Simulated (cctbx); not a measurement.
# A disordered crystal of nominal Ti2BiTe2S2

Cell a = 13.3190 Å, b = 3.6770 Å, c = 6.3730 Å, α = 90.00°, β = 116.65°, γ = 90.00°; space group C2/m (no. 12); nominal formula Ti2BiTe2S2.

Simulated single-crystal data (cctbx): Mo Kα, λ = 0.71073 Å, to d = 0.75 Å, 80 % of the full sphere, strongest reflection 70000 counts, noise from counting, a 2 % proportional error and a noise floor of 2 counts (s.d.); no absorption, and some extinction, which the refinements don't model.

With every site full:

```text
Rint 0.015, 396 unique reflections to 0.75 A
cycle     R1     wR2    GooF  max shift (A)
   1  0.0691  0.1962  11.018   0.00131
   2  0.0175  0.0524   2.944   0.00003
final R1 0.0175 wR2 0.0524 GooF 2.944  parameters 22  data/parameter 18.0
atom        x        y        z      Ueq    occ   su(xyz)  su(Uiso or U11)
Bi1    0.00000  0.00000  0.00000   0.0153  1.000  0.00000  0.0002
Te1    0.13560  0.50000  0.98118   0.0125  1.000  0.00008  0.0003
Ti1    0.24222  0.50000  0.70508   0.0256  1.000  0.00030  0.0008
S1     0.38370  0.50000  0.54425   0.0222  1.000  0.00037  0.0010
difference map: max 0.61 min -2.47 rms 0.30
Q1    0.0000  0.0991  0.0000    4    0.63  0.36 A from Bi1
Q2    0.1292  0.0970  0.1562    8    0.58  1.58 A from Ti1
Q3    0.0453  0.3820  0.9662    8    0.48  1.24 A from Te1
Q4    0.0626  0.1478  0.2388    8    0.44  1.35 A from S1
Q5    0.1646  0.1786  0.0283    8    0.43  1.24 A from Te1
Q6    0.1378  0.0000  0.9189    4    0.42  1.88 A from Te1
```

With the occupancies of the suspect sites free, each still typed as its main element:

```text
Rint 0.015, 396 unique reflections to 0.75 A
cycle     R1     wR2    GooF  max shift (A)
   1  0.0615  0.1996  11.222   0.00031
   6  0.0103  0.0240   1.352   0.00004
final R1 0.0103 wR2 0.0240 GooF 1.350  parameters 23  data/parameter 17.2
atom        x        y        z      Ueq    occ   su(xyz)  su(Uiso or U11)
Bi1    0.00000  0.00000  0.00000   0.0163  1.000  0.00000  0.0001
Te1    0.13559  0.50000  0.98120   0.0104  0.934  0.00004  0.0001
Ti1    0.24227  0.50000  0.70530   0.0266  1.000  0.00014  0.0004
S1     0.38372  0.50000  0.54426   0.0232  1.000  0.00017  0.0005
su of occupancy Te1: 0.002
difference map: max 0.38 min -1.35 rms 0.19
Q1    0.1222  0.0885  0.1594    8    0.39  1.52 A from Bi1
Q2    0.2343  0.0000  0.6932    4    0.37  1.62 A from S1
Q3    0.1726  0.5000  0.2290    4    0.35  1.43 A from Te1
Q4    0.0253  0.3998  0.0254    8    0.34  1.50 A from Bi1
Q5    0.0993  0.1463  0.9801    8    0.33  1.39 A from Te1
Q6    0.0757  0.3439  0.7713    8    0.32  1.34 A from Te1
```

**Question.** What is the disorder?

X-rays count electrons. Te1 refines to 0.934(0.002), or 48.6 electrons; the site truly holds 0.94 Te, 48.9 electrons, which is 0.940 of Te. A value under 1 can't tell vacancies from a lighter guest, and one over 1 needs a heavier guest; chemistry or a second radiation must settle which. Occupancy correlates with U and the scale, so the match is approximate.

Freeing them takes R1 from 0.0175 to 0.0103 and GooF from 2.94 to 1.35.

The model was made for the exercise: a known structure type with other elements put in, its volume estimated, not relaxed; displacement parameters are assumed.

[Middle refinement cycles are left out of these outputs.]

[Logs are printed without paths, hosts, clocks, repeated set-up lines and the standing remarks that a program may print on its own settings, such as how far it seeks lower states.]
